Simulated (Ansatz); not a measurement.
# H on Ni(111): change of the work function, part 2 of 3

Wanted: Δφ(θ) for H/Ni(111), starting from the fcc site.

Ansatz 0.2.0; plane-wave DFT, PBE, Ansatz PAW.

So far, work function, upper face (eV): step 2 (the clean slab) 5.07.

**3. Adsorbate added, k-mesh 6×6×1, coverage 0.25 ML**

System of this step: Ni16H (H/Ni(111)). The cell holds 17 atoms: 16 Ni and 1 H. Its edges and angles: a = 4.978 Å, b = 4.978 Å, c = 24.758 Å, α = 90.0°, β = 90.0°, γ = 60.0°. Vacuum lies along c.

The clean slab as it ended is repeated in the plane and the adsorbate is set on one face; the cell's size fixes the coverage, and the k-mesh shrinks with it to keep the sampling density about even. Adsorbate and upper layers relax, since the dipole depends on the height.

input.yaml reads:

```yaml
crystal:
  lattice:
    - [4.9780317395, 0.0, 0.0]
    - [2.4890158698, 4.3111019473, 0.0]
    - [0.0, 0.0, 24.7584850096]
  atoms:
    - { symbol: Ni, position: [0.0, 0.0, 0.3635117414], spin: 0.7 }
    - { symbol: Ni, position: [0.1666666667, 0.1666666667, 0.4455956389], spin: 0.72 }
    - { symbol: Ni, position: [0.3333333333, 0.3333333333, 0.5274065807], spin: 0.72 }
    - { symbol: Ni, position: [0.0, 0.0, 0.6083961435], spin: 0.7 }
    - { symbol: Ni, position: [0.0, 0.5, 0.3635117414], spin: 0.7 }
    - { symbol: Ni, position: [0.1666666667, 0.6666666667, 0.4455956389], spin: 0.72 }
    - { symbol: Ni, position: [0.3333333333, 0.8333333333, 0.5274065807], spin: 0.72 }
    - { symbol: Ni, position: [0.0, 0.5, 0.6083961435], spin: 0.7 }
    - { symbol: Ni, position: [0.5, 0.0, 0.3635117414], spin: 0.7 }
    - { symbol: Ni, position: [0.6666666667, 0.1666666667, 0.4455956389], spin: 0.72 }
    - { symbol: Ni, position: [0.8333333333, 0.3333333333, 0.5274065807], spin: 0.72 }
    - { symbol: Ni, position: [0.5, 0.0, 0.6083961435], spin: 0.7 }
    - { symbol: Ni, position: [0.5, 0.5, 0.3635117414], spin: 0.7 }
    - { symbol: Ni, position: [0.6666666667, 0.6666666667, 0.4455956389], spin: 0.72 }
    - { symbol: Ni, position: [0.8333333333, 0.8333333333, 0.5274065807], spin: 0.72 }
    - { symbol: Ni, position: [0.5, 0.5, 0.6083961435], spin: 0.7 }
    - { symbol: H, position: [0.1666666667, 0.1666666667, 0.6364882586] }
magnetization:
  spin_polarized: true
kpoints:
  mp_grid: { grid: [6, 6, 1] }
hamiltonian:
  xc: pbe
scf:
  occupations: { method: fermi_dirac, width: 0.1 }
  convergence: { dr2_threshold: 1.0e-08 }
efield:
  axis: 3
  dipole_correction: true
  ramp_position: 0.97
  ramp_width: 0.06
relax:
  f_tol: 0.02
  max_steps: 60
  constraints: [{ sites: [0, 1, 4, 5, 8, 9, 12, 13] }]
output:
  dos: { projected: true, e_range: [-8, 4] }
  write_potential: true
  write_density: true
  volumetric_format: npy
  elf: true
```

The run is started by

```sh
ansatz run input.yaml --threads 4 --pin off --max-ram 6144MiB --backend cpu --events-out ev --progress --plain --runs-dir out
```

Numbers of over 12 decimals in the logs are rounded to 6 here.

Output:

```text
[...]
Crystal: 17 atoms, lattice volume = 531.337 Å³
Basis set: ecut = 420 eV, 10361 PW (Γ), exchange–correlation on 72×72×360 points (8 copies of the dense FFT grid, shifted against one another)
Bands: 181, of which v1, the nominal top of the filled ones, is band 145 counted from 1 (144 counted from 0)
Symmetry: 6 space group operations
k-points: 7 of 36 (time reversal used)
[...]
Starting moments: Σ|m| = 11.36 μB on 16 of 17 sites
[...]
SCF iter   1: F=—  HF=-93432.028183 eV  |F-HF|=—  |Δ(HF+E_count)|=         —  Δρ=2.98e-2 (↑1.21e-2 ↓2.98e-2)  dr2=1.08e1  dr2_m=9.84e-1  M=11.924 μB ∫|m|=12.543 μB  β_m=1.00  ethr=3.10e-3  p=-0.000 e·Å  D=-7.30e-7 V/Å  ΔV_dip=0.00 eV  dr2_dipole=1.02e-2  V_vac-E_F(+/−)=7.25/7.25 eV  ⟨swp⟩=8.9  Hψ=12335  notcnv=0  defer=173
[...]
SCF iter  17: F=-93447.098908 eV  HF=-93447.098908 eV  |F-HF|=1.35e-9  |Δ(HF+E_count)|=   7.73e-9  Δρ=7.97e-7 (↑3.20e-7 ↓7.97e-7)  dr2=4.56e-9  dr2_m=5.16e-10  M=10.092 μB ∫|m|=11.591 μB  ethr=2.33e-12  p=0.001 e·Å  D=2.53e-4 V/Å  ΔV_dip=-0.01 eV  dr2_dipole=6.79e-12  V_vac-E_F(+/−)=5.07/5.08 eV  ⟨swp⟩=14.4  Hψ=19139  notcnv=0
SCF 1 converged in 17 iterations: F = -93447.098908 eV  dr2 = 4.56e-9
[...]
relax step   1: F+E_penalty+E_count = -93447.09890783 eV  Δ(F+E_penalty+E_count) = +0.000e0 eV  max|allowed force component| = 1.032e0 eV/Å  Δτ_max = 0.0000 Å  (17 SCF iters, accepted)
[...]
SCF iter  14: F=-93447.176947 eV  HF=-93447.176947 eV  |F-HF|=2.27e-9  |Δ(HF+E_count)|=   2.15e-9  Δρ=5.33e-7 (↑2.48e-7 ↓5.33e-7)  dr2=4.78e-9  dr2_m=1.55e-10  M=10.119 μB ∫|m|=11.626 μB  ethr=1.65e-12  p=-0.000 e·Å  D=-1.56e-4 V/Å  ΔV_dip=0.00 eV  dr2_dipole=2.86e-10  V_vac-E_F(+/−)=5.08/5.08 eV  ⟨swp⟩=11.1  Hψ=17999  notcnv=0
SCF 2 converged in 14 iterations: F = -93447.176947 eV  dr2 = 4.78e-9
relax step   2: F+E_penalty+E_count = -93447.17694670 eV  Δ(F+E_penalty+E_count) = -7.804e-2 eV  max|allowed force component| = 6.300e-1 eV/Å  Δτ_max = 0.0892 Å  (14 SCF iters, accepted)
SCF iter   1: F=—  HF=-93447.226234 eV  |F-HF|=—  |Δ(HF+E_count)|=         —  Δρ=1.57e-3 (↑1.55e-3 ↓1.57e-3)  dr2=4.12e-2  dr2_m=8.62e-4  M=10.139 μB ∫|m|=11.649 μB  β_m=1.00  ethr=2.27e-4  p=-0.000 e·Å  D=-1.55e-4 V/Å  ΔV_dip=0.00 eV  dr2_dipole=4.41e-3  V_vac-E_F(+/−)=5.09/5.09 eV  ⟨swp⟩=4.0  Hψ=5967  notcnv=0  defer=236
[...]
SCF iter  15: F=-93447.221035 eV  HF=-93447.221035 eV  |F-HF|=1.95e-9  |Δ(HF+E_count)|=   1.03e-9  Δρ=3.92e-7 (↑7.21e-8 ↓3.92e-7)  dr2=7.72e-10  dr2_m=1.79e-10  M=10.171 μB ∫|m|=11.690 μB  ethr=1.00e-12  p=-0.003 e·Å  D=-9.86e-4 V/Å  ΔV_dip=0.02 eV  dr2_dipole=2.28e-11  V_vac-E_F(+/−)=5.10/5.08 eV  ⟨swp⟩=11.6  Hψ=16638  notcnv=0
SCF 3 converged in 15 iterations: F = -93447.221035 eV  dr2 = 7.72e-10
relax step   3: F+E_penalty+E_count = -93447.22103475 eV  Δ(F+E_penalty+E_count) = -4.409e-2 eV  max|allowed force component| = 5.473e-2 eV/Å  Δτ_max = 0.1514 Å  (15 SCF iters, accepted)
[...]
relax step   4: F+E_penalty+E_count = -93447.22144526 eV  Δ(F+E_penalty+E_count) = -4.105e-4 eV  max|allowed force component| = 2.773e-2 eV/Å  Δτ_max = 0.0130 Å  (11 SCF iters, accepted)
SCF iter   1: F=—  HF=-93447.221768 eV  |F-HF|=—  |Δ(HF+E_count)|=         —  Δρ=8.88e-5 (↑6.48e-5 ↓8.88e-5)  dr2=5.09e-5  dr2_m=1.12e-5  M=10.167 μB ∫|m|=11.685 μB  β_m=1.00  ethr=1.11e-7  p=-0.003 e·Å  D=-9.33e-4 V/Å  ΔV_dip=0.02 eV  dr2_dipole=1.31e-7  V_vac-E_F(+/−)=5.10/5.08 eV  ⟨swp⟩=3.1  Hψ=5751  notcnv=0  defer=53
[...]
SCF iter   8: F=-93447.221509 eV  HF=-93447.221509 eV  |F-HF|=1.30e-9  |Δ(HF+E_count)|=   3.78e-9  Δρ=1.36e-6 (↑2.17e-7 ↓1.36e-6)  dr2=9.07e-9  dr2_m=2.39e-9  M=10.167 μB ∫|m|=11.685 μB  ethr=1.23e-12  p=-0.003 e·Å  D=-9.68e-4 V/Å  ΔV_dip=0.02 eV  dr2_dipole=2.97e-10  V_vac-E_F(+/−)=5.10/5.08 eV  ⟨swp⟩=8.8  Hψ=17364  notcnv=0
SCF 5 converged in 8 iterations: F = -93447.221509 eV  dr2 = 9.07e-9
relax step   5: F+E_penalty+E_count = -93447.22150948 eV  Δ(F+E_penalty+E_count) = -6.421e-5 eV  max|allowed force component| = 7.335e-4 eV/Å  Δτ_max = 0.0033 Å  (8 SCF iters, accepted)
NSCF: frozen V_eff on 7 k-points
[...]
solved again in the potential of the output density, not every published eigenvalue holds within its bar: in spin ↑, 9 eigenvalues moved, the lowest at band 164; the one that moved furthest (k=6, band 173), published at 10.928 eV, moved by -0.0038 eV, against a bar of 0.0032 eV; in spin ↓, 10 eigenvalues moved, the lowest at band 164; the one that moved furthest (k=6, band 175), published at 10.984 eV, moved by -0.00 [...]
[...]
SCF converged after 8 iterations
Magnetization: 10.1666 μB (149.5833 up, 139.4167 down)
Absolute magnetization: 11.6970 μB (∫|ρ↑−ρ↓|, with the PAW one-centre terms)
[...]
Per-site moments (μB) at R_I (Å): [(0.700764, 1.026719), (0.709369, 1.022680), (0.719314, 1.014674), (0.511434, 0.702725), (0.700764, 1.026719), (0.717845, 1.022607), (0.719314, 1.014674), (0.511434, 0.702725), (0.700764, 1.026719), (0.717845, 1.022607), (0.719314, 1.014674), (0.511434, 0.702725), (0.714512, 1.026719), (0.717845, 1.022607), (0.623419, 1.018045), (0.721221, 1.014674), (-0.00598228, 0.702725)]
Free energy (F): -93447.221509 eV
[...]
Internal energy: -93446.281442 eV  (E = F + TS)
E sigma→0 (E₀):  -93446.751476 eV
Entropy (-TS):   -0.940068 eV (-55.298 meV/atom)
Fermi energy:    2.617850 eV
Dipole field:    D = -0.000982 V/Å  (p = -0.002884 e·Å, saw-weighted, corrected)
Work function:   Φ+ = 5.1006 eV   Φ− = 5.0763 eV
[...]
--- Forces (eV/Å), atoms counted from 1 ---
  atom   1  Ni    -0.00510589    -0.00294789     0.15379934
  atom   2  Ni    -0.00000000    -0.00000000    -0.15547555
  atom   3  Ni     0.00013326     0.00007694    -0.00020561
  atom   4  Ni     0.00023564     0.00013605    -0.00017458
  atom   5  Ni     0.00000000     0.00589578     0.15379934
  atom   6  Ni    -0.01721726     0.00994039    -0.14946468
  atom   7  Ni    -0.00000000    -0.00015387    -0.00020561
  atom   8  Ni    -0.00000000    -0.00027210    -0.00017458
  atom   9  Ni     0.00510589    -0.00294789     0.15379934
  atom  10  Ni    -0.00000000    -0.01988078    -0.14946468
  atom  11  Ni    -0.00013326     0.00007694    -0.00020561
  atom  12  Ni    -0.00023564     0.00013605    -0.00017458
  atom  13  Ni     0.00000000    -0.00000000     0.14268429
  atom  14  Ni     0.01721726     0.00994039    -0.14946468
  atom  15  Ni    -0.00000000    -0.00000000     0.00073351
  atom  16  Ni    -0.00000000    -0.00000000     0.00003444
  atom  17  H     -0.00000000     0.00000000     0.00017049
  max |Σ_I F_I| component: 1.06e-5 eV/Å
--- Band table (eV; the first three rows and the last of 14) ---
  k-point 0 ↑: bands = [... 141 lower, 2.0760, 2.2124, 2.2124, 2.2166, 2.2341, 2.2341, 2.2590, 2.4784, ... 32 higher]
  k-point 1 ↑: bands = [... 141 lower, 2.0459, 2.0478, 2.1002, 2.1011, 2.1124, 2.1411, 2.1596, 2.4031, ... 32 higher]
  k-point 2 ↑: bands = [... 141 lower, 1.8796, 1.9509, 1.9983, 2.0007, 2.0176, 2.0371, 2.0837, 2.0880, ... 32 higher]
  k-point 6 ↓: bands = [... 141 lower, 2.6093, 2.6142, 2.6151, 2.6745, 2.6885, 2.6895, 2.6958, 2.7140, ... 32 higher]
--- Relaxed structure (5 steps of the walk, 5 accepted, 0 SCFs on fresh bases) ---
  F+E_penalty+E_count = -93447.22150948 eV   max|allowed force component| = 7.335e-4 eV/Å
  atoms:
    - { symbol: Ni, position: [-1.7959490104491818e-17, -1.7959490104491818e-17, 0.363512] }
    - { symbol: Ni, position: [0.166667, 0.166667, 0.445596] }
    - { symbol: Ni, position: [0.333357, 0.333357, 0.527189] }
    - { symbol: Ni, position: [-0.000993034, -0.000993034, 0.609328] }
    - { symbol: Ni, position: [0.0, 0.500000, 0.363512] }
    - { symbol: Ni, position: [0.166667, 0.666667, 0.445596] }
    - { symbol: Ni, position: [0.333357, 0.833286, 0.527189] }
    - { symbol: Ni, position: [-0.000993034, 0.501986, 0.609328] }
    - { symbol: Ni, position: [0.500000, -1.7959490104491818e-17, 0.363512] }
    - { symbol: Ni, position: [0.666667, 0.166667, 0.445596] }
    - { symbol: Ni, position: [0.833286, 0.333357, 0.527189] }
    - { symbol: Ni, position: [0.501986, -0.000993034, 0.609328] }
    - { symbol: Ni, position: [0.500000, 0.500000, 0.363512] }
    - { symbol: Ni, position: [0.666667, 0.666667, 0.445596] }
    - { symbol: Ni, position: [0.833333, 0.833333, 0.528040] }
    - { symbol: Ni, position: [0.500000, 0.500000, 0.607830] }
    - { symbol: H, position: [0.166667, 0.166667, 0.645733] }
```

Run time: 3.5 min. Hardware: 4 threads of Intel Xeon Platinum 8375C at 2.90GHz (Ice Lake), shared host; peak memory 2.9 GiB; 14 min of CPU time.

Step by step:

```
step  energy less that of the first step (eV)  largest force component (eV/Å)
   1                                   0.0000                          1.0320
   2                                  -0.0780                          0.6300
   3                                  -0.1221                          0.0547
   4                                  -0.1225                          0.0277
   5                                  -0.1226                          0.0007
```

The run keeps the 6 symmetry operations that it works with, so distortions that break them were not tested.

The atoms that moved most (Å):

```
atom      dx      dy      dz  length
 H17   0.000   0.000   0.229   0.229
 Ni4  -0.007  -0.004   0.023   0.025
Ni12   0.007  -0.004   0.023   0.025
 Ni8   0.000   0.009   0.023   0.025
Ni15   0.000   0.000   0.016   0.016
Ni16   0.000   0.000  -0.014   0.014
 Ni7   0.000   0.000  -0.005   0.005
Ni11   0.000   0.000  -0.005   0.005
```

Final coordinates:

```cif
data_structure
_symmetry_space_group_name_H-M 'P 1'
_symmetry_Int_Tables_number 1
_cell_length_a 4.9780
_cell_length_b 4.9780
_cell_length_c 24.7585
_cell_angle_alpha 90.000
_cell_angle_beta 90.000
_cell_angle_gamma 60.000
_cell_volume 531.34
loop_
_atom_site_label
_atom_site_type_symbol
_atom_site_fract_x
_atom_site_fract_y
_atom_site_fract_z
_atom_site_occupancy
Ni1 Ni 0.00000 0.00000 0.36351 1
Ni2 Ni 0.16667 0.16667 0.44560 1
Ni3 Ni 0.33336 0.33336 0.52719 1
Ni4 Ni 0.99901 0.99901 0.60933 1
Ni5 Ni 0.00000 0.50000 0.36351 1
Ni6 Ni 0.16667 0.66667 0.44560 1
Ni7 Ni 0.33336 0.83329 0.52719 1
Ni8 Ni 0.99901 0.50199 0.60933 1
Ni9 Ni 0.50000 0.00000 0.36351 1
Ni10 Ni 0.66667 0.16667 0.44560 1
Ni11 Ni 0.83329 0.33336 0.52719 1
Ni12 Ni 0.50199 0.99901 0.60933 1
Ni13 Ni 0.50000 0.50000 0.36351 1
Ni14 Ni 0.66667 0.66667 0.44560 1
Ni15 Ni 0.83333 0.83333 0.52804 1
Ni16 Ni 0.50000 0.50000 0.60783 1
H17 H 0.16667 0.16667 0.64573 1
```

This step gave:

```
energy at zero smearing        : -93446.7515 eV
total moment                   : 10.17 μB
work function, upper face      : 5.101 eV
work function, lower face      : 5.076 eV
dipole along the normal        : -0.002884 e·Å
step between the vacuum levels : 0.02432 eV
```

Running mean over 2.032 Å of the planar mean; the ramp of the sawtooth is left out. Electron's electrostatic potential energy less the Fermi level against z:

```
z (Å)  electron's electrostatic potential energy less the Fermi level (eV)
  3.5                                                                 5.08
  4.0                                                                 5.08
  4.5                                                                 5.08
  5.0                                                                 5.07
  5.5                                                                 5.06
  6.0                                                                 5.03
  6.5                                                                 4.89
  7.0                                                                 4.39
  7.5                                                                 2.24
  8.0                                                                -3.19
  8.5                                                                -8.38
  9.0                                                                -10.0
  9.5                                                                -10.3
 10.0                                                                -10.3
 10.5                                                                -10.3
 11.0                                                                -10.4
 11.5                                                                -10.4
 12.0                                                                -10.5
 12.5                                                                -10.4
 13.0                                                                -10.4
 13.5                                                                -10.4
 14.0                                                                -10.5
 14.5                                                                -10.4
 15.0                                                                -10.3
 15.5                                                                -9.22
 16.0                                                                -4.52
 16.5                                                                 1.26
 17.0                                                                 4.04
 17.5                                                                 4.84
 18.0                                                                 5.04
 18.5                                                                 5.08
 19.0                                                                 5.10
 19.5                                                                 5.10
 20.0                                                                 5.10
 20.5                                                                 5.10
 21.0                                                                 5.10
 21.5                                                                 5.10
```

The density of states has structure finer than the step of the table below, so its rows give means over 0.5 eV, whole bins alone (the curve runs from -8 to 1.98 eV). Peaks (eV: height): total -2.50: 62.0, -2.29: 48.8, -2.08: 75.8, -1.65: 88.7, -1.50: 59.8, -0.96: 70.2, -0.63: 70.3; up -2.71: 25.2, -2.50: 30.2, -2.32: 32.3, -2.08: 51.3, -1.65: 49.3, -1.14: 32.2, -0.69: 45.0; down -2.50: 31.7, -1.65: 39.4, -1.50: 40.1, -1.41: 29.3, -0.96: 46.1, -0.03: 38.8, 0.12: 33.2.

Density of states against energy, zero at the Fermi level; means over each step; values in states/eV a cell:

```
energy (eV)  total     up   down
       -7.5   1.74  0.870  0.866
       -7.0   2.66   1.37   1.29
       -6.5   1.84  0.925  0.916
       -6.0   4.13   2.07   2.06
       -5.5   2.29   1.17   1.12
       -5.0   5.91   3.46   2.45
       -4.5   8.75   6.33   2.42
       -4.0   19.6   12.9   6.65
       -3.5   22.4   12.3   10.0
       -3.0   24.9   13.8   11.1
       -2.5   35.0   21.6   13.4
       -2.0   38.9   22.3   16.6
       -1.5   47.3   20.7   26.6
       -1.0   45.3   27.0   18.3
       -0.5   41.6   20.1   21.6
        0.0   27.8   2.74   25.1
        0.5   10.4   2.81   7.60
        1.0   5.92   2.79   3.13
        1.5   5.57   2.69   2.89
```

Projected DOS per atom over height of the atomic layer and energy from the Fermi level. Layers: Ni4 Ni4 Ni4 Ni4 H from below.

Values in states/eV, 22 rows by 5 columns, each cell a mean:
```
0.29 0.26 0.23 0.27 0.09
0.27 0.23 0.24 0.26 0.11
0.40 0.34 0.34 0.35 0.15
0.85 0.87 0.86 0.80 0.10
1.87 1.68 1.70 1.77 0.08
2.77 2.33 2.53 3.01 0.06
3.39 2.62 2.46 3.17 0.05
3.34 2.46 2.46 2.95 0.04
3.02 2.19 2.17 2.99 0.05
2.43 2.42 2.38 2.40 0.12
1.56 1.89 1.85 1.58 0.10
1.24 1.69 1.77 1.23 0.11
0.94 1.59 1.62 0.96 0.09
0.63 1.32 1.28 0.70 0.10
0.37 0.66 0.60 0.34 0.12
0.24 0.41 0.40 0.20 0.10
0.13 0.16 0.17 0.10 0.17
0.21 0.22 0.35 0.17 0.45
0.05 0.11 0.06 0.10 0.28
0.07 0.15 0.08 0.19 0.41
0.07 0.16 0.14 0.19 0.28
0.02 0.08 0.09 0.06 0.06
```
Columns: height of the atomic layer (Å) from 9 to 16.0 (not evenly spaced); rows upwards: energy from the Fermi level (eV) from -7.96 to 1.95.

Projected DOS per atom, spin up over height of the atomic layer and energy from the Fermi level. Layers: Ni4 Ni4 Ni4 Ni4 H from below.

Ten even steps from '0' (0.01 states/eV) to '9' (2.13 states/eV), each cell a mean:
```
00000
00000
00000
00000
00000
55660
97790
75560
74470
87770
45540
33330
24520
13310
02100
01100
00000
00000
00000
00000
00000
00000
```
Columns: height of the atomic layer (Å) from 9 to 16.0 (not evenly spaced); rows upwards: energy from the Fermi level (eV) from -7.96 to 1.95.

Projected DOS per atom, spin down over height of the atomic layer and energy from the Fermi level. Layers: Ni4 Ni4 Ni4 Ni4 H from below.

Ten even steps from '0' (0.01 states/eV) to '9' (1.84 states/eV), each cell a mean:
```
00000
00000
11010
33330
98880
86680
65560
97780
76680
34440
34330
24520
12220
12210
01000
00000
00000
00001
00000
00001
00000
00000
```
Columns: height of the atomic layer (Å) from 9 to 16.0 (not evenly spaced); rows upwards: energy from the Fermi level (eV) from -7.96 to 1.95.

Site moment by atom:

```
atom  site moment (μB)
 Ni1             0.701
 Ni2             0.709
 Ni3             0.719
 Ni4             0.511
 Ni5             0.701
 Ni6             0.718
 Ni7             0.719
 Ni8             0.511
 Ni9             0.701
Ni10             0.718
Ni11             0.719
Ni12             0.511
Ni13             0.715
Ni14             0.718
Ni15             0.623
Ni16             0.721
 H17            -0.006
```

Spin density in the ca plane at fractional y = 0.167, with atoms of Ni and H within 0.2 Å of it.

Ten even steps from '0' (0.0 e/Å³) to '9' (2.2 e/Å³), each cell a mean:
```
00000000000000000000000000000000000000000000
00000000000000000000000000000000000000000000
00000000001000000000000000000000000000000000
00000000047200000000000000000000000000000000
00000000048200000000000000000000000000000000
00000000001000000000000000000000000000000000
00000000000000000000000000000000000000000000
00000000000000000000000000000000000000000000
00000000000000000000000000000000000000000000
00000000013000000000000000000000000000000000
00000000059200000000000000000000000000000000
00000000024100000000000000000000000000000000
00000000000000000000000000000000000000000000
```
Columns run along c (16.0 Å, from fractional 0.30 to 0.95 of the cell), rows up along a (5.0 Å). Atoms in or near the plane, at fractional coordinates: Ni at (0.45, 0.17), Ni at (0.45, 0.67), H at (0.65, 0.17).

ELF in the ca plane at fractional y = 0.167, with atoms of Ni and H within 0.2 Å of it. It is the smooth field of the valence electrons, not physical close to the nuclei.

Values, 7 rows by 16 columns, each cell a mean:
```
0.15 0.20 0.21 0.21 0.23 0.20 0.20 0.20 0.19 0.13 0.02 0.00 0.00 0.00 0.00 0.00
0.21 0.23 0.23 0.32 0.24 0.23 0.22 0.21 0.23 0.12 0.02 0.00 0.00 0.00 0.00 0.00
0.24 0.28 0.25 0.43 0.26 0.27 0.24 0.25 0.28 0.13 0.02 0.00 0.00 0.00 0.00 0.00
0.17 0.20 0.21 0.21 0.22 0.20 0.20 0.20 0.19 0.11 0.02 0.00 0.00 0.00 0.00 0.00
0.17 0.20 0.21 0.22 0.22 0.20 0.20 0.19 0.32 0.33 0.04 0.00 0.00 0.00 0.00 0.00
0.24 0.29 0.25 0.45 0.27 0.28 0.23 0.25 0.85 0.78 0.09 0.00 0.00 0.00 0.00 0.00
0.20 0.22 0.22 0.28 0.23 0.22 0.21 0.20 0.54 0.55 0.06 0.00 0.00 0.00 0.00 0.00
```
Columns run along c (16.0 Å, from fractional 0.30 to 0.95 of the cell), rows up along a (5.0 Å). Atoms in or near the plane, at fractional coordinates: Ni at (0.45, 0.17), Ni at (0.45, 0.67), H at (0.65, 0.17).

(Continued in part 3 of 3.)

[Logs are printed without paths, hosts, clocks, repeated set-up lines and the standing remarks that a program may print on its own settings, such as how far it seeks lower states.]

[Hosts, paths, dates, database ids (printed as entryN), source tags and the programs' standing remarks are cut or masked in the printed files.]

[Maps of the electrostatic potential energy from Ansatz leave out the sawtooth potential of an applied field or a dipole correction, so their vacuum need not be flat; planar profiles and work functions include it.]

[The density of states shown here was stored with 400 of the rows of the run's finer table, so its peaks can read low, often by over a quarter, or be missed, and its means over a window can be off by a tenth or more.]
